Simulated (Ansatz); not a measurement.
# GeH5CBr3N2 (CH(NH2)2GeBr3): the gap up the ladder of methods, part 2 of 2

Wanted: a ladder of band gaps for GeH5CBr3N2 (CH(NH2)2GeBr3), from density functionals to G0W0.

Ansatz 0.2.0; density functionals, hybrids and G0W0, plane waves, PAW. Known limits of the many-body steps: finite bands, screening cutoff and k mesh; no spin-orbit coupling in G0W0.

So far. Step 4 (r2SCAN on the 4×4×4 mesh): Over mesh and listed points the gap is 2.466 eV, direct, at k = (0.500, 0.500, 0.500). r2SCAN against PBE: 2.466 − 2.147 = +0.319 eV. The runs also differ in plane-wave cutoff (420 eV and 500 eV), so how much of this comes from the functional alone is not known. Step 5 (HSE06 on the 4×4×4 mesh): Over mesh and listed points the gap is 2.871 eV, direct, at k = (0.500, 0.500, 0.500).

The structure was built from a prototype and need not be the compound's stable phase.

In doubt: masses and optical values from hybrid runs of this build are listed as unsure (step 8), which bears on the screening that GW takes from such a start.

### Step 6. HSE06+SOC on the 2×2×2 mesh

This step: DFT, HSE06 with spin-orbit coupling, plane waves, PAW; PAW set soft_1.

The input, input.yaml:

```yaml
crystal:
  lattice:
    - [5.9391948117, -0.0595617958, 0.4977235936]
    - [-0.0595617958, 5.8618311573, 0.0555080471]
    - [0.4977235936, 0.0555080471, 5.9358539308]
  atoms:
    - { symbol: C, position: [-0.0282097529, 0.9336048226, 0.0277765727] }
    - { symbol: H, position: [-0.09429818, 0.7665189356, 0.0936635303] }
    - { symbol: "N", position: [0.8808375156, 0.027105022, 0.863711942] }
    - { symbol: "N", position: [0.1362153539, 0.0268250514, 0.118589968] }
    - { symbol: H, position: [0.7547376751, 0.9432008455, -0.2003769383] }
    - { symbol: H, position: [0.20025202, 0.9427904704, 0.244529105] }
    - { symbol: H, position: [0.9360708792, 0.1810852635, 0.7875393173] }
    - { symbol: H, position: [0.2124702223, 0.1808465556, 1.0635853828] }
    - { symbol: Ge, position: [0.4752761125, 0.5297811285, 0.5241445256] }
    - { symbol: Br, position: [0.4690200572, 0.5099244935, -0.048610243] }
    - { symbol: Br, position: [0.508229185, -0.0363100272, 0.4917525963] }
    - { symbol: Br, position: [0.0482669867, 0.50987784, 0.5307573537] }
kpoints:
  mp_grid: { grid: [2, 2, 2] }
  band_path:
    path: [[0.0, 0.0, 0.0], [0.5, 0.0, 0.0], [0.5, 0.5, 0.0], [0.5, 0.5, 0.5]]
    npoints: 1
hamiltonian:
  xc: hse06
  pseudopotentials: { kind: paw_fr, azcp: { folder: soft_1 } }
scf:
  occupations: { method: fixed }
  n_extra_bands: 16
magnetization:
  noncollinear: true
  spin_orbit: true
output:
  eigenvalues: true
  write_density: true
  write_potential: true
  elf: true
  volumetric_format: npy
```

The run is started by

```bash
$ ansatz run input.yaml --threads 2 --pin off --max-ram 92160MiB --backend cuda --events-out ev --progress --plain --runs-dir out --devices 1 --max-vram 13GiB
```

Numbers of over 12 decimals in the logs are rounded to 6 here.

What it wrote:

```text
[...]
GPUs: using 1 of 1 available (devices: 1).
[...]
GPU FFT provider: cuFFT
GPU libraries: cuBLAS 13.8.2, cuFFT 12.4.0, cuSOLVER 12.3.4
Crystal: 12 atoms, lattice volume = 205.159 Å³
Basis set: ecut = 420 eV, 3999 PW (Γ)
Bands: 70, of which v1, the nominal top of the filled ones, is band 54 counted from 1 (53 counted from 0)
Symmetry: 1 space group operations + 1 with time reversal
[...]
--- Band table (eV; the first three rows and the last of 8) ---
  k-point 0: bands = [... 50 lower, -0.2215, -0.2215, 0.2410, 0.2410, 5.9626, 5.9626, 6.7444, 6.7444, ... 12 higher]
  k-point 1: bands = [... 50 lower, -0.2047, -0.2047, 0.3674, 0.3674, 5.1206, 5.1206, 6.0186, 6.0186, ... 12 higher]
  k-point 2: bands = [... 50 lower, -0.0482, -0.0482, 0.6871, 0.6871, 5.1540, 5.1540, 6.1902, 6.1902, ... 12 higher]
  k-point 7: bands = [... 50 lower, 0.0769, 0.0769, 1.5374, 1.5374, 4.4459, 4.4459, 4.5767, 4.5767, ... 12 higher]
[key lines of the parts left out:]
Magnetization: |M| = 0.0000 μB,  M = (+0.0000, +0.0000, +0.0000) μB
Free energy (F): -13751.171090 eV
Fermi energy:    1.537402 eV
```

Wall time 30 s (1 × NVIDIA H100 80GB HBM3 (shared by 6 runs) with 2 threads of AMD EPYC 7R13 (Zen 3), shared host); peak memory 1.6 GiB; 41 s of CPU time.

This step gave:

- gap: 2.908 eV
- valence top at: R
- conduction bottom at: R
- least direct gap: 2.908 eV
- exact-exchange fraction: 0.25

Over mesh and listed points the gap is 2.908 eV, direct, at k = (0.500, 0.500, 0.500). HSE06+SOC against HSE06: 2.908 − 2.871 = +0.037 eV. The runs also differ in mesh (4×4×4 and 2×2×2), so how much of this comes from spin-orbit coupling alone is not known. The spin-orbit run sees mesh and listed points alone, so its gap is an upper bound: the coupling can move an edge off these points, the more so as this crystal has no centre of inversion, and the change over the zone, its sign included where it is small, is not known.

### Step 7. G0W0@PBE, 4×4×4 mesh, 690 empty bands, screening to 130 eV, PAW set soft_1 files

G0W0 replaces the xc potential by a self-energy built once from the orbitals of the start. Levels are corrected in the window of bands that the input names, at points of the mesh.

This step: G0W0 on PBE, plane waves, PAW; PAW set soft_1.

input.yaml, as its differences from that of step 6:

```diff
@@ -19,20 +19,13 @@
 kpoints:
-  mp_grid: { grid: [2, 2, 2] }
-  band_path:
-    path: [[0.0, 0.0, 0.0], [0.5, 0.0, 0.0], [0.5, 0.5, 0.0], [0.5, 0.5, 0.5]]
-    npoints: 1
+  mp_grid: { grid: [4, 4, 4] }
 hamiltonian:
-  xc: hse06
-  pseudopotentials: { kind: paw_fr, azcp: { folder: soft_1 } }
+  xc: pbe
+  pseudopotentials: { kind: paw, azcp: { folder: soft_1 } }
 scf:
   occupations: { method: fixed }
-  n_extra_bands: 16
-magnetization:
-  noncollinear: true
-  spin_orbit: true
-output:
-  eigenvalues: true
-  write_density: true
-  write_potential: true
-  elf: true
-  volumetric_format: npy
+gw:
+  n_empty_bands: 690
+  ecut_chi: 130.0
+  qp_bands: [v4, c4]
+  qp_kpoints: band_edges
+  screening: { model: contour_deformation }
```

What it wrote:

```text
GPUs: using 1 of 1 available (devices: 1).
[...]
GPU FFT provider: cuFFT
GPU libraries: cuBLAS 13.8.2, cuFFT 12.4.0, cuSOLVER 12.3.4
Crystal: 12 atoms, lattice volume = 205.159 Å³
Basis set: ecut = 420 eV, 3999 PW (Γ)
Bands: 39, of which v1, the nominal top of the filled ones, is band 27 counted from 1 (26 counted from 0)
Symmetry: 1 space group operations
[...]
k-points: 36 of 64 (time reversal used)
[...]
0    31      7.3390    -9.2668    -4.5564   -14.4334  0.7220     7.9684     7.9492  root
[...]
35    28      4.1635    -8.1831    -3.3506   -11.9974  0.7913     4.6305     4.6272  root
    35    29      4.2720    -7.8269    -3.3713   -11.6405  0.7880     4.7175     4.7144  root
    35    30      4.4256    -8.2373    -3.3708   -12.0578  0.7866     4.8785     4.8753  root
    35    31      5.3790    -8.9709    -4.1178   -14.5878  0.7795     6.9273     6.8781  root
[key lines of the parts left out:]
SCF converged after 10 iterations
Free energy (F): -13747.941353 eV
Fermi energy:    2.016341 eV
```

Run time: 5.4 min. Hardware: 1 × NVIDIA H100 80GB HBM3 (shared by 6 runs) with 2 threads; peak memory 5.6 GiB.

This step gave:

| Quantity | Value |
| --- | --- |
| bands summed | 717 |
| RPA ε∞ on this mesh (eigenvalues) | 3.316, 4.068, 4.093 |
| plane waves in the screening matrix | 695 |
| G0W0 gap over the corrected points | 3.527 eV |
| k of the valence top | -0.5, -0.5, -0.5 |
| k of the conduction bottom | -0.5, -0.5, -0.5 |
| starting gap on the mesh | 2.147 eV |
| Z at the valence top | 0.7706 |
| Z at the conduction bottom | 0.7913 |
| least direct G0W0 gap over the corrected points | 3.527 eV |

Over 24 of 36 irreducible mesh points the G0W0 gap is 3.527 eV, direct, at k = (-0.500, -0.500, -0.500). The PBE gap of this run on the mesh is 2.147 eV. The two states that bound the G0W0 gap lie that far apart at the start, so the correction of the gap is 3.527 − 2.147 = +1.380 eV.

### Step 8. G0W0@HSE06, 4×4×4 mesh, 320 empty bands, screening to 78 eV, PAW set soft_1 files

This step: G0W0 on HSE06, plane waves, PAW; PAW set soft_1.

input.yaml, as its differences from that of step 7:

```diff
@@ -21,3 +21,3 @@
 hamiltonian:
-  xc: pbe
+  xc: hse06
   pseudopotentials: { kind: paw, azcp: { folder: soft_1 } }
@@ -26,4 +26,4 @@
 gw:
-  n_empty_bands: 690
-  ecut_chi: 130.0
+  n_empty_bands: 320
+  ecut_chi: 78
   qp_bands: [v4, c4]
```

What it wrote:

```text
GPUs: using 1 of 1 available (devices: 1).
[...]
GPU FFT provider: cuFFT
GPU libraries: cuBLAS 13.8.2, cuFFT 12.4.0, cuSOLVER 12.3.4
Crystal: 12 atoms, lattice volume = 205.159 Å³
Basis set: ecut = 420 eV, 3999 PW (Γ)
Bands: 39, of which v1, the nominal top of the filled ones, is band 27 counted from 1 (26 counted from 0)
Symmetry: 1 space group operations
[...]
k-points: 36 of 64 (time reversal used)
[...]
0    30      7.5098    -8.1352    -3.7710   -12.5208  0.7920     8.1326     8.1245  root
     0    31      7.8683    -8.9338    -3.9960   -13.5440  0.7684     8.4938     8.4824  root
[...]
35    28      4.4316    -7.8918    -3.0568   -11.4881  0.8215     4.9743     4.9711  root
    35    29      4.5247    -7.4972    -3.0925   -11.0943  0.8181     5.0321     5.0293  root
    35    30      4.6825    -7.8564    -3.0966   -11.4789  0.8169     5.2116     5.2084  root
    35    31      6.0027    -8.4360    -3.4903   -13.3309  0.8189     7.4331     7.4072  root
[key lines of the parts left out:]
Free energy (F): -13754.278370 eV
Fermi energy:    1.560817 eV
```

Elapsed: 4.7 min, on 1 × NVIDIA H100 80GB HBM3 (shared by 6 runs) with 2 threads; peak memory 3.3 GiB; 6.4 min of CPU time.

This step gave:

```
bands summed                                    : 347
RPA ε∞ on this mesh (eigenvalues)               : 2.830, 3.363, 3.401
plane waves in the screening matrix             : 321
G0W0 gap over the corrected points              : 3.838 eV
k of the valence top                            : -0.5, -0.5, -0.5
k of the conduction bottom                      : -0.5, -0.5, -0.5
starting gap on the mesh                        : 2.871 eV
Z at the valence top                            : 0.8044
Z at the conduction bottom                      : 0.8215
least direct G0W0 gap over the corrected points : 3.838 eV
```

Over 24 of 36 irreducible mesh points the G0W0 gap is 3.838 eV, direct, at k = (-0.500, -0.500, -0.500). The HSE06 gap of this run on the mesh is 2.871 eV. The two states that bound the G0W0 gap lie that far apart at the start, so the correction of the gap is 3.838 − 2.871 = +0.967 eV. G0W0@HSE06 against G0W0@PBE with 717 bands: 3.838 − 3.527 = +0.311 eV. The runs also differ in empty bands (690 and 320) and screening cutoff (eV) (130.0 and 78), so how much of this comes from the start alone is not known.

### Step 9. All levels together

Each gap is the least one over the points named; times are wall times on shared hosts, not benchmarks. A G0W0 time includes the run's own self-consistent start. Runs with listed points see these and the mesh alone, so an edge that moves elsewhere is missed. Rows marked * are further runs, not shown as steps, whose inputs differ from the G0W0 step on the same start in the columns given; solver thresholds can differ too. Symmetry makes (0.500, 0.500, 0.500) and (-0.500, -0.500, -0.500) one point.

```csv
level,mesh,"files, cutoff","bands summed, screening",points,gap (eV),valence top,conduction bottom,least direct gap (eV),time
PBE,4×4×4,"soft_1 PAW, 420 eV",-,mesh and path,2.147,"(0.500, 0.500, 0.500)","(0.500, 0.500, 0.500)",2.147,9 s
PBE+SOC,4×4×4,"soft_1 PAW, 420 eV",-,mesh and listed points,2.111,"(0.500, 0.500, 0.500)","(0.500, 0.500, 0.500)",2.111,11 s
r2SCAN,4×4×4,"soft_1 PAW, 500 eV",-,mesh and listed points,2.466,"(0.500, 0.500, 0.500)","(0.500, 0.500, 0.500)",2.466,10 s
HSE06,4×4×4,"soft_1 PAW, 420 eV",-,mesh and listed points,2.871,"(0.500, 0.500, 0.500)","(0.500, 0.500, 0.500)",2.871,51 s
HSE06+SOC,2×2×2,"soft_1 PAW, 420 eV",-,mesh and listed points,2.908,"(0.500, 0.500, 0.500)","(0.500, 0.500, 0.500)",2.908,30 s
G0W0@PBE*,4×4×4,"soft_1 PAW, 420 eV","201, 52 eV",26 of 36 irreducible mesh points,3.343,"(-0.500, -0.500, -0.500)","(-0.500, -0.500, -0.500)",3.343,53 s
G0W0@PBE,4×4×4,"soft_1 PAW, 420 eV","717, 130 eV",24 of 36 irreducible mesh points,3.527,"(-0.500, -0.500, -0.500)","(-0.500, -0.500, -0.500)",3.527,5.4 min
G0W0@HSE06,4×4×4,"soft_1 PAW, 420 eV","347, 78 eV",24 of 36 irreducible mesh points,3.838,"(-0.500, -0.500, -0.500)","(-0.500, -0.500, -0.500)",3.838,4.7 min
```

### Step 10. What came out

- PBE, over mesh and path: 2.147 eV
- PBE+SOC, over mesh and listed points: 2.111 eV
- r2SCAN, over mesh and listed points: 2.466 eV
- HSE06, over mesh and listed points: 2.871 eV
- HSE06+SOC, over mesh and listed points: 2.908 eV
- G0W0@PBE (717 bands, 4×4×4), over 24 of 36 irreducible mesh points: 3.527 eV
- G0W0@HSE06, over 24 of 36 irreducible mesh points: 3.838 eV
- known limits: finite bands, screening cutoff and k mesh; no spin-orbit coupling in G0W0

What this shows: The rows run from 2.111 eV (PBE+SOC) to 3.838 eV (G0W0@HSE06). They differ in mesh, plane-wave cutoff, bands and screening cutoff of G0W0 and the points over which the gap was sought as well as in level, so only pairs that share these are like for like. PBE+SOC against PBE: 2.111 − 2.147 = −0.036 eV, with the same mesh, set of files (read in its fully relativistic form for the spin-orbit run) and cutoff, and both edges at the same k points. The spin-orbit run sees mesh and listed points alone, so its gap is an upper bound: the coupling can move an edge off these points, the more so as this crystal has no centre of inversion, and the change over the zone, its sign included where it is small, is not known. HSE06 against PBE: 2.871 − 2.147 = +0.724 eV, with the same mesh, files and cutoff, and both edges at the same k points. G0W0@PBE (717 bands, 4×4×4) moves the gap of its own start on the mesh by 3.527 − 2.147 = +1.380 eV, between the same two levels. Both edges that PBE shows over mesh and path lie at k points where levels were corrected. Levels at other points were not corrected, so a lower G0W0 gap elsewhere in the zone is not ruled out. G0W0@HSE06 moves the gap of its own start on the mesh by 3.838 − 2.871 = +0.967 eV, between the same two levels. Both edges that HSE06 shows over mesh and listed points lie at k points where levels were corrected. Levels at other points were not corrected, so a lower G0W0 gap elsewhere in the zone is not ruled out. What spin-orbit coupling does to the G0W0 levels was not computed, so no sum with the G0W0 gap is formed. For G0W0@PBE: from 201 bands and 52 eV to 717 bands and 130 eV the gap moves by 3.527 − 3.343 = +0.184 eV; bands and screening cutoff rise together, so their parts are not told apart. Two runs can't test a law of convergence, so the limit is not known. The other G0W0 rows are shown at one basis each (347 bands), so their distance from the limit is not known here. The G0W0 runs are scalar-relativistic. No pair of G0W0 runs that differ in the mesh alone is shown (4×4×4 is a supercell whose nearest images lie 23 Å apart), so the error from the mesh is not known here. G0W0 is shown with one set of atomic data (soft_1 PAW), so the error from the files is not known here.

[Paths, hosts, dates, memory and timing lines, banners, echoed tables and standing remarks are left out of the program output.]

[Logs are printed without paths, hosts, clocks, repeated set-up lines and the standing remarks that a program may print on its own settings, such as how far it seeks lower states.]

[Runs of the session that timed out or met a known fault of the program may be left out.]

[Cells called generated may have been cut or substituted from an entry of the Crystallography Open Database or the Materials Project.]

[Hosts, paths, dates, database ids (printed as entryN), source tags and the programs' standing remarks are cut or masked in the printed files.]

[Where an RPA ε∞ is given, it is that of the G0W0 mesh and is not shown converged in it. Names of k-points follow the symmetry that the program found, which can be lower than the space group named. Band edges on a path are those of the sampled points; other points can move an edge, and change direct to indirect where valleys lie close.]

[Hybrid gaps are those of their k-mesh and are not shown converged in it.]
